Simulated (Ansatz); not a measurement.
**F on Ni(111): change of the work function**

Wanted: Δφ(θ) for F/Ni(111), starting from the fcc site.

Calculated with Ansatz 0.2.0; plane-wave DFT, PBE, Ansatz PAW.

Report form: the programs' logs are mostly left out.

### Step 1. Starting point

The cell holds 4 atoms: 4 Ni. Cell: a = 2.489 Å, b = 2.489 Å, c = 24.097 Å, α = 90.0°, β = 90.0°, γ = 60.0°. Vacuum lies along c.

### Step 2. The clean slab

The bare slab comes first, as the zero from which every change is counted. The two lowest layers are held at bulk places and the upper ones relax. The dipole correction removes the false field that a one-sided slab makes across the periodic vacuum, so each face gets a flat vacuum level of its own.

input.yaml reads:

```yaml
crystal:
  lattice:
    - [2.4890158698, 0.0, 0.0]
    - [1.2445079349, 2.1555509736, 0.0]
    - [0.0, 0.0, 24.0968188426]
  atoms:
    - { symbol: Ni, position: [0.0, 0.0, 0.3734932839], spin: 0.7 }
    - { symbol: Ni, position: [0.3333333333, 0.3333333333, 0.4578310946], spin: 0.7 }
    - { symbol: Ni, position: [0.6666666667, 0.6666666667, 0.5421689054], spin: 0.7 }
    - { symbol: Ni, position: [0.0, 0.0, 0.6265067161], spin: 0.7 }
magnetization:
  spin_polarized: true
kpoints:
  mp_grid: { grid: [12, 12, 1] }
hamiltonian:
  xc: pbe
scf:
  occupations: { method: fermi_dirac, width: 0.1 }
  convergence: { dr2_threshold: 1.0e-08 }
efield:
  axis: 3
  dipole_correction: true
  ramp_position: 0.97
  ramp_width: 0.06
relax:
  f_tol: 0.02
  max_steps: 60
  constraints: [{ sites: [0, 1] }]
output:
  write_potential: true
  write_density: true
  volumetric_format: npy
```

Run with:

```
ansatz run input.yaml --threads 4 --pin off --max-ram 16384MiB --backend cpu --events-out ev --progress --plain --runs-dir out
```

Wall time 34 s (4 threads of Arm Neoverse V1, shared host); peak memory 0.53 GiB; 2.1 min of CPU time.

Step by step:

```csv
step,energy less that of the first step (eV),largest force component (eV/Å)
1,0.0000,0.1468
2,-0.0014,0.0868
3,-0.0021,0.0025
```

The run keeps the 6 symmetry operations that it works with, so distortions that break them were not tested.

The atoms that moved most (Å):

```csv
atom,dx,dy,dz,length
Ni4,0.000,0.000,-0.034,0.034
Ni3,0.000,0.000,-0.007,0.007
```

Numbers from this step:

```yaml
energy_at_zero_smearing: -23357.5774 eV
total_moment: 2.660 μB
site_moments: 0.6971, 0.7155, 0.7170, 0.7006 μB
work_function_upper_face: 5.072 eV
dipole_along_the_normal: 3.00e-4 e·Å
```

Running mean over 2.032 Å of the planar mean; the ramp of the sawtooth is left out. Table of electron's electrostatic potential energy less the Fermi level by z:

```csv
z (Å),electron's electrostatic potential energy less the Fermi level (eV)
3.0,5.08
3.5,5.08
4.0,5.08
4.5,5.08
5.0,5.08
5.5,5.07
6.0,5.03
6.5,4.90
7.0,4.40
7.5,2.24
8.0,-3.19
8.5,-8.38
9.0,-10.0
9.5,-10.3
10.0,-10.3
10.5,-10.4
11.0,-10.4
11.5,-10.4
12.0,-10.5
12.5,-10.5
13.0,-10.4
13.5,-10.5
14.0,-10.6
14.5,-10.5
15.0,-10.2
15.5,-8.78
16.0,-3.97
16.5,1.74
17.0,4.26
17.5,4.85
18.0,5.01
18.5,5.06
19.0,5.07
19.5,5.07
20.0,5.07
20.5,5.07
21.0,5.07
```

Site moment by atom:

```csv
atom,site moment (μB)
Ni1,0.697
Ni2,0.716
Ni3,0.717
Ni4,0.701
```

The relaxation took 3 steps and lowered the energy by 0.0021 eV; the largest force on the free atoms ends at 0.0025 eV/Å.

The work function of the upper face is 5.07 eV.

### Step 3. Adsorbate added, k-mesh 4×4×1, coverage 0.111 ML

System of this step: Ni36F (F/Ni(111)). The cell holds 37 atoms: 36 Ni and 1 F. Cell: a = 7.467 Å, b = 7.467 Å, c = 25.251 Å, α = 90.0°, β = 90.0°, γ = 60.0°. Vacuum lies along c.

The clean slab as it ended is repeated in the plane and the adsorbate is set on one face; the cell's size fixes the coverage, and the k-mesh shrinks with it to keep the sampling density about even. Adsorbate and upper layers relax, since the dipole depends on the height.

input.yaml reads:

```yaml
crystal:
  lattice:
    - [7.4670476093, 0.0, 0.0]
    - [3.7335238046, 6.4666529209, 0.0]
    - [0.0, 0.0, 25.2506310946]
  atoms:
    - { symbol: Ni, position: [0.0, 0.0, 0.3564267351], spin: 0.7 }
    - { symbol: Ni, position: [0.1111111111, 0.1111111111, 0.4369107808], spin: 0.72 }
    - { symbol: Ni, position: [0.2222222222, 0.2222222222, 0.517127165], spin: 0.72 }
    - { symbol: Ni, position: [0.0, 0.0, 0.5965382084], spin: 0.7 }
    - { symbol: Ni, position: [0.0, 0.3333333333, 0.3564267351], spin: 0.7 }
    - { symbol: Ni, position: [0.1111111111, 0.4444444444, 0.4369107808], spin: 0.72 }
    - { symbol: Ni, position: [0.2222222222, 0.5555555556, 0.517127165], spin: 0.72 }
    - { symbol: Ni, position: [0.0, 0.3333333333, 0.5965382084], spin: 0.7 }
[... 25 atom lines left out ...]
    - { symbol: Ni, position: [0.7777777778, 0.7777777778, 0.4369107808], spin: 0.72 }
    - { symbol: Ni, position: [0.8888888889, 0.8888888889, 0.517127165], spin: 0.72 }
    - { symbol: Ni, position: [0.6666666667, 0.6666666667, 0.5965382084], spin: 0.7 }
    - { symbol: F, position: [0.1111111111, 0.1111111111, 0.6435732649] }
magnetization:
  spin_polarized: true
kpoints:
  mp_grid: { grid: [4, 4, 1] }
hamiltonian:
  xc: pbe
scf:
  occupations: { method: fermi_dirac, width: 0.1 }
  convergence: { dr2_threshold: 1.0e-08 }
efield:
  axis: 3
  dipole_correction: true
  ramp_position: 0.97
  ramp_width: 0.06
relax:
  f_tol: 0.02
  max_steps: 60
  constraints:
    - { sites: [0, 1, 4, 5, 8, 9, 12, 13, 16, 17, 20, 21, 24, 25, 28, 29, 32, 33] }
output:
  write_potential: true
  write_density: true
  volumetric_format: npy
```

Elapsed: 33 min, on 4 threads; peak memory 9.6 GiB.

Step by step:

```csv
step,energy less that of the first step (eV),largest force component (eV/Å)
1,0.0000,3.2553
2,-0.2489,2.1844
3,-0.4894,0.1667
4,-0.4537,0.3182
5,-0.4937,0.0097
```

Relaxation step 4 was tried and not accepted.

The run keeps the 6 symmetry operations that it works with, so distortions that break them were not tested.

The atoms that moved most (Å):

```csv
atom,dx,dy,dz,length
F37,0.000,0.000,0.274,0.274
Ni16,0.043,-0.025,0.042,0.065
Ni4,-0.043,-0.025,0.042,0.065
Ni8,0.000,0.049,0.042,0.065
Ni24,0.000,-0.027,-0.025,0.036
Ni32,-0.023,0.013,-0.025,0.036
Ni20,0.023,0.013,-0.025,0.036
Ni35,0.014,0.008,0.016,0.023
```

Final coordinates:

```
Ni F
1.0
     7.46705    0.00000    0.00000
     3.73352    6.46665    0.00000
     0.00000    0.00000   25.25063
Ni F
36 1
Direct
  0.00000 0.00000 0.35643
  0.11111 0.11111 0.43691
  0.22178 0.22178 0.51718
  0.99620 0.99620 0.59820
  0.00000 0.33333 0.35643
  0.11111 0.44444 0.43691
  0.22173 0.55580 0.51663
  0.99620 0.34094 0.59820
  0.00000 0.66667 0.35643
  0.11111 0.77778 0.43691
  0.22178 0.88978 0.51718
  0.00012 0.66660 0.59616
  0.33333 0.00000 0.35643
  0.44444 0.11111 0.43691
  0.55580 0.22173 0.51663
  0.34094 0.99620 0.59820
  0.33333 0.33333 0.35643
  0.44444 0.44444 0.43691
  0.55580 0.55580 0.51663
  0.33540 0.33540 0.59557
  0.33333 0.66667 0.35643
  0.44444 0.77778 0.43691
  0.55304 0.89015 0.51778
  0.33540 0.66253 0.59557
  0.66667 0.00000 0.35643
  0.77778 0.11111 0.43691
  0.88978 0.22178 0.51718
  0.66660 0.00012 0.59616
  0.66667 0.33333 0.35643
  0.77778 0.44444 0.43691
  0.89015 0.55304 0.51778
  0.66253 0.33540 0.59557
  0.66667 0.66667 0.35643
  0.77778 0.77778 0.43691
  0.89015 0.89015 0.51778
  0.66660 0.66660 0.59616
  0.11111 0.11111 0.65442
```

Numbers from this step:

| Property | Result |
| --- | --- |
| energy at zero smearing | -211026.6151 eV |
| total moment | 24.42 μB |
| work function, upper face | 5.341 eV |
| work function, lower face | 5.081 eV |
| dipole along the normal | -0.06925 e·Å |
| step between the vacuum levels | 0.2595 eV |

Running mean over 2.032 Å of the planar mean; the ramp of the sawtooth is left out. Table of electron's electrostatic potential energy less the Fermi level by z:

z (Å), electron's electrostatic potential energy less the Fermi level (eV) and a bar from the least value:
```
      3.5        5.1 ##############################
      4.0        5.1 ##############################
      4.5        5.1 ##############################
      5.0        5.1 ##############################
      5.5        5.1 #############################
      6.0        5.0 #############################
      6.5        4.9 #############################
      7.0        4.4 ############################
      7.5        2.2 ########################
      8.0       -3.2 ##############
      8.5       -8.4 ####
      9.0      -10.0 #
      9.5      -10.3 #
     10.0      -10.3 #
     10.5      -10.3 #
     11.0      -10.4 
     11.5      -10.4 
     12.0      -10.5 
     12.5      -10.4 
     13.0      -10.4 
     13.5      -10.5 
     14.0      -10.7 
     14.5      -10.5 
     15.0      -10.3 #
     15.5       -9.2 ###
     16.0       -4.6 ###########
     16.5        1.1 ######################
     17.0        3.8 ###########################
     17.5        4.7 #############################
     18.0        5.2 ##############################
     18.5        5.3 ##############################
     19.0        5.3 ##############################
     19.5        5.3 ##############################
     20.0        5.3 ##############################
     20.5        5.3 ##############################
     21.0        5.3 ##############################
     21.5        5.3 ##############################
     22.0        5.3 ##############################
```

Site moment by element, in μB:

```csv
element,atoms,mean,spread (r.m.s.),least,largest
Ni,36,0.719,0.020,0.657,0.759
F,1,0.074,0.000,0.074,0.074
```

The atoms farthest from the mean of their element:

```csv
atom,"x, y, z (Å)",site moment (μB)
Ni34,"8.71, 5.03, 11.03",0.657
Ni16,"2.53, -0.02, 15.10",0.759
Ni4,"-0.04, -0.02, 15.10",0.759
Ni8,"1.24, 2.20, 15.10",0.759
Ni12,"2.49, 4.31, 15.05",0.745
Ni28,"4.98, 0.00, 15.05",0.745
Ni36,"7.47, 4.31, 15.05",0.745
Ni5,"1.24, 2.16, 9.00",0.695
```

The relaxation took 5 steps and lowered the energy by 0.49 eV; the largest force on the free atoms ends at 0.0097 eV/Å.

The covered face has 5.34 eV, +0.27 eV against the clean one; the bare back face has moved by -0.00 eV, a measure of how thin the slab is.

### Step 4. The covered slab, k-mesh 6×6×1, coverage 0.25 ML

System of this step: Ni16F (F/Ni(111)). The cell holds 17 atoms: 16 Ni and 1 F. Its edges and angles: a = 4.978 Å, b = 4.978 Å, c = 25.251 Å, α = 90.0°, β = 90.0°, γ = 60.0°. Vacuum lies along c.

Another coverage, to see how the dipoles act on each other as their distance changes.

input.yaml reads:

```yaml
crystal:
  lattice:
    - [4.9780317395, 0.0, 0.0]
    - [2.4890158698, 4.3111019473, 0.0]
    - [0.0, 0.0, 25.2506310946]
  atoms:
    - { symbol: Ni, position: [0.0, 0.0, 0.3564267351], spin: 0.7 }
    - { symbol: Ni, position: [0.1666666667, 0.1666666667, 0.4369107808], spin: 0.72 }
    - { symbol: Ni, position: [0.3333333333, 0.3333333333, 0.517127165], spin: 0.72 }
    - { symbol: Ni, position: [0.0, 0.0, 0.5965382084], spin: 0.7 }
    - { symbol: Ni, position: [0.0, 0.5, 0.3564267351], spin: 0.7 }
    - { symbol: Ni, position: [0.1666666667, 0.6666666667, 0.4369107808], spin: 0.72 }
    - { symbol: Ni, position: [0.3333333333, 0.8333333333, 0.517127165], spin: 0.72 }
    - { symbol: Ni, position: [0.0, 0.5, 0.5965382084], spin: 0.7 }
    - { symbol: Ni, position: [0.5, 0.0, 0.3564267351], spin: 0.7 }
    - { symbol: Ni, position: [0.6666666667, 0.1666666667, 0.4369107808], spin: 0.72 }
    - { symbol: Ni, position: [0.8333333333, 0.3333333333, 0.517127165], spin: 0.72 }
    - { symbol: Ni, position: [0.5, 0.0, 0.5965382084], spin: 0.7 }
    - { symbol: Ni, position: [0.5, 0.5, 0.3564267351], spin: 0.7 }
    - { symbol: Ni, position: [0.6666666667, 0.6666666667, 0.4369107808], spin: 0.72 }
    - { symbol: Ni, position: [0.8333333333, 0.8333333333, 0.517127165], spin: 0.72 }
    - { symbol: Ni, position: [0.5, 0.5, 0.5965382084], spin: 0.7 }
    - { symbol: F, position: [0.1666666667, 0.1666666667, 0.6435732649] }
magnetization:
  spin_polarized: true
kpoints:
  mp_grid: { grid: [6, 6, 1] }
hamiltonian:
  xc: pbe
scf:
  occupations: { method: fermi_dirac, width: 0.1 }
  convergence: { dr2_threshold: 1.0e-08 }
efield:
  axis: 3
  dipole_correction: true
  ramp_position: 0.97
  ramp_width: 0.06
relax:
  f_tol: 0.02
  max_steps: 60
  constraints: [{ sites: [0, 1, 4, 5, 8, 9, 12, 13] }]
output:
  dos: { projected: true, e_range: [-8, 4] }
  write_potential: true
  write_density: true
  volumetric_format: npy
  elf: true
```

Run time: 7.7 min. Hardware: 4 threads; peak memory 2.9 GiB.

Relaxation path:

```csv
step,energy less that of the first step (eV),largest force component (eV/Å)
1,0.0000,3.1914
2,-0.2296,2.1712
3,-0.4531,0.3967
4,-0.4565,0.2082
5,-0.4630,0.0081
```

The run keeps the 6 symmetry operations that it works with, so distortions that break them were not tested.

The atoms that moved most (Å):

```csv
atom,dx,dy,dz,length
F17,0.000,0.000,0.282,0.282
Ni16,0.000,0.000,-0.074,0.074
Ni15,0.000,0.000,0.071,0.071
Ni4,-0.022,-0.013,0.036,0.044
Ni8,0.000,0.025,0.036,0.044
Ni12,0.022,-0.013,0.036,0.044
Ni3,-0.005,-0.003,-0.016,0.017
Ni11,0.005,-0.003,-0.016,0.017
```

The relaxed structure:

```
Ni F
1.0
     4.97803    0.00000    0.00000
     2.48902    4.31110    0.00000
     0.00000    0.00000   25.25063
Ni F
16 1
Cartesian
  0.0000 0.0000 9.0000
  1.2445 0.7185 11.0323
  2.4845 1.4344 13.0414
  -0.0221 -0.0127 15.0988
  1.2445 2.1556 9.0000
  2.4890 2.8741 11.0323
  3.7335 3.5978 13.0414
  1.2445 2.1810 15.0988
  2.4890 0.0000 9.0000
  3.7335 0.7185 11.0323
  4.9826 1.4344 13.0414
  2.5111 -0.0127 15.0988
  3.7335 2.1556 9.0000
  4.9780 2.8741 11.0323
  6.2225 3.5926 13.1286
  3.7335 2.1556 14.9893
  1.2445 0.7185 16.5327
```

This step gave:

```
energy at zero smearing        : -94238.7239 eV
total moment                   : 10.99 μB
work function, upper face      : 5.684 eV
work function, lower face      : 5.076 eV
dipole along the normal        : -0.07215 e·Å
step between the vacuum levels : 0.6083 eV
```

The density of states has structure finer than the step of the table below, so its rows give means over 0.25 eV, whole bins alone (the curve runs from -8 to 1.98 eV). Peaks (eV: height): total -1.590: 68.8, -1.500: 65.4, -1.020: 72.6, -0.960: 72.7, -0.870: 65.3, -0.750: 84.2, -0.690: 78.9; up -2.770: 32.3, -2.290: 33.3, -2.110: 38.6, -2.050: 32.3, -1.590: 40.0, -1.080: 34.8, -0.750: 53.1; down -2.080: 34.9, -1.500: 39.3, -1.380: 36.7, -1.020: 43.7, -0.960: 53.9, -0.870: 42.5, 0.210: 38.6.

Density of states against energy, zero at the Fermi level; means over each step; values in states/eV a cell:

```csv
energy (eV),total,up,down
-7.75,0.912,0.461,0.451
-7.50,0.996,0.499,0.497
-7.25,2.13,1.08,1.06
-7.00,2.81,1.47,1.34
-6.75,2.52,1.35,1.17
-6.50,2.61,1.41,1.20
-6.25,5.60,4.09,1.51
-6.00,5.92,2.32,3.60
-5.75,9.78,5.82,3.96
-5.50,5.63,1.90,3.73
-5.25,3.32,1.66,1.66
-5.00,5.87,2.49,3.38
-4.75,7.60,4.35,3.25
-4.50,9.70,6.84,2.86
-4.25,11.1,6.77,4.32
-4.00,22.5,15.7,6.76
-3.75,21.9,14.3,7.60
-3.50,26.2,13.2,13.0
-3.25,25.6,13.4,12.2
-3.00,24.5,12.1,12.4
-2.75,29.4,17.0,12.4
-2.50,34.4,21.3,13.0
-2.25,38.2,26.0,12.2
-2.00,39.5,20.2,19.3
-1.75,39.2,17.1,22.1
-1.50,50.8,21.9,28.8
-1.25,42.6,22.5,20.1
-1.00,50.2,25.5,24.7
-0.75,57.6,38.1,19.5
-0.50,33.4,10.8,22.6
-0.25,26.0,3.93,22.1
0.00,28.1,2.29,25.8
0.25,27.5,2.65,24.8
0.50,9.04,2.69,6.35
0.75,6.12,2.91,3.21
1.00,5.13,2.10,3.03
1.25,5.40,1.31,4.09
1.50,4.87,2.84,2.03
1.75,5.72,3.69,2.02
```

Projected DOS per atom over height of the atomic layer and energy from the Fermi level. Layers: Ni4 Ni4 Ni4 Ni4 F from below.

Ten even steps from '0' (0.02 states/eV) to '9' (4.31 states/eV), each cell a mean:
```
00000
00000
00000
22220
43330
65550
76670
75570
64460
55550
34430
23420
23320
12310
01100
00001
00008
00009
00002
00001
00000
00000
```
Columns: height of the atomic layer (Å) from 9 to 16.5 (not evenly spaced); rows upwards: energy from the Fermi level (eV) from -7.96 to 1.95.

Projected DOS per atom, spin up over height of the atomic layer and energy from the Fermi level. Layers: Ni4 Ni4 Ni4 Ni4 F from below.

Values in states/eV, 22 rows by 5 columns, each cell a mean:
```
0.16 0.13 0.12 0.16 0.04
0.08 0.07 0.06 0.08 0.02
0.14 0.16 0.16 0.13 0.04
0.19 0.13 0.13 0.17 0.05
0.17 0.17 0.18 0.16 0.06
1.15 1.13 1.05 0.95 0.15
2.08 1.64 1.62 2.03 0.18
1.49 1.12 1.22 1.53 0.14
1.63 0.96 0.86 1.38 0.11
1.78 1.56 1.54 1.61 0.09
0.87 1.10 1.14 0.98 0.05
0.77 0.85 0.81 0.77 0.10
0.59 1.01 1.05 0.73 0.14
0.42 0.80 0.85 0.44 0.17
0.22 0.47 0.47 0.22 0.16
0.15 0.25 0.25 0.14 0.22
0.07 0.08 0.09 0.07 0.73
0.08 0.12 0.15 0.25 3.03
0.04 0.06 0.05 0.09 0.65
0.04 0.08 0.07 0.08 0.28
0.03 0.06 0.06 0.04 0.07
0.01 0.04 0.05 0.02 0.01
```
Columns: height of the atomic layer (Å) from 9 to 16.5 (not evenly spaced); rows upwards: energy from the Fermi level (eV) from -7.96 to 1.95.

Projected DOS per atom, spin down over height of the atomic layer and energy from the Fermi level. Layers: Ni4 Ni4 Ni4 Ni4 F from below.

Ten even steps from '0' (0.01 states/eV) to '9' (2.78 states/eV), each cell a mean:
```
00000
00000
00000
22330
65440
54450
43340
64450
44440
23320
22220
13310
11210
01100
00000
00000
00009
00004
00001
00000
00000
00000
```
Columns: height of the atomic layer (Å) from 9 to 16.5 (not evenly spaced); rows upwards: energy from the Fermi level (eV) from -7.96 to 1.95.

Site moment by atom:

```csv
atom,site moment (μB)
Ni1,0.699
Ni2,0.709
Ni3,0.728
Ni4,0.789
Ni5,0.699
Ni6,0.718
Ni7,0.728
Ni8,0.789
Ni9,0.699
Ni10,0.718
Ni11,0.728
Ni12,0.789
Ni13,0.695
Ni14,0.718
Ni15,0.655
Ni16,0.742
F17,0.075
```

Spin density in the ca plane at fractional y = 0.167, with atoms of Ni and F within 0.2 Å of it.

Ten even steps from '0' (0.0 e/Å³) to '9' (2.2 e/Å³), each cell a mean:
```
00000000000000000000000000000000000000000000
00000000000000000000000000000000000000000000
00000000010000000000000000000000000000000000
00000000472000000000000000000000000000000000
00000000482000000000000000000000000000000000
00000000110000000000000000000000000000000000
00000000000000000000000000000000000000000000
00000000000000000000000000000000000000000000
00000000000000000000000000000000000000000000
00000000131000000000000000000000000000000000
00000000593000000000000000000000000000000000
00000000241000000000000000000000000000000000
00000000000000000000000000000000000000000000
```
Columns run along c (16.0 Å, from fractional 0.31 to 0.94 of the cell), rows up along a (5.0 Å). Atoms in or near the plane, at fractional coordinates: Ni at (0.44, 0.17), Ni at (0.44, 0.67), F at (0.65, 0.17).

ELF in the ca plane at fractional y = 0.167, with atoms of Ni and F within 0.2 Å of it. It is the smooth field of the valence electrons, not physical close to the nuclei.

Ten even steps from '0' (0.00) to '9' (0.80), each cell a mean:
```
22222223222322222222221123210000000000000000
22222222222322222222221100000000000000000000
22222222333232222222222210000000000000000000
33333323574223332333333310000000000000000000
33333323574223333333333310000000000000000000
22222222343232222222222210000000000000000000
22222222222222222222222100000000000000000000
22222223222322222222221122100000000000000000
22222222222222222222211587521000000000000000
23322322453233222222115999951000000000000000
33333323685223333222227869962000000000000000
33323322454233222222116999952000000000000000
22222222222222222222212688631000000000000000
```
Columns run along c (16.0 Å, from fractional 0.31 to 0.94 of the cell), rows up along a (5.0 Å). Atoms in or near the plane, at fractional coordinates: Ni at (0.44, 0.17), Ni at (0.44, 0.67), F at (0.65, 0.17).

Valence density in the ca plane at fractional y = 0.167, with atoms of Ni and F within 0.2 Å of it. It is the smooth field of the valence electrons, not physical close to the nuclei.

Ten steps, logarithmic in the rise over the least value, from '0' (0 e/Å³) to '9' (44 e/Å³), each cell a mean:
```
01232111111112331112321000000000000000000000
00122111111111221112221000000000000000000000
00111112453111111011110000000000000000000000
00011114897211110000100000000000000000000000
00011114897211110000100000000000000000000000
00111112564111111011110000000000000000000000
00122111121111221112221000000000000000000000
01232111111012331112321000000000000000000000
00121111232111221111211121000000000000000000
00111113675211110001112454200000000000000000
00011114897211100000012576200000000000000000
00011113786211110000112464200000000000000000
00121111232111111011111222000000000000000000
```
Columns run along c (16.0 Å, from fractional 0.31 to 0.94 of the cell), rows up along a (5.0 Å). Atoms in or near the plane, at fractional coordinates: Ni at (0.44, 0.17), Ni at (0.44, 0.67), F at (0.65, 0.17).

The relaxation took 5 steps and lowered the energy by 0.46 eV; the largest force on the free atoms ends at 0.0081 eV/Å.

By hand: a sheet of dipoles makes a step −p/(ε₀A) in the electron's potential. With e/ε₀ = 180.95 V·Å, p = -0.07215 e·Å and A = 21.46 Å², that is −180.95 × (-0.07215) / 21.46 = +0.608 eV, and the two vacuum levels of the run differ by +0.608 eV.

The covered face has 5.68 eV, +0.61 eV against the clean one; the bare back face has moved by -0.01 eV, a measure of how thin the slab is.

[end of part 1 of 2]

[Logs are printed without paths, hosts, clocks, repeated set-up lines and the standing remarks that a program may print on its own settings, such as how far it seeks lower states.]

[Hosts, paths, dates, database ids (printed as entryN), source tags and the programs' standing remarks are cut or masked in the printed files.]

[Maps of the electrostatic potential energy from Ansatz leave out the sawtooth potential of an applied field or a dipole correction, so their vacuum need not be flat; planar profiles and work functions include it.]
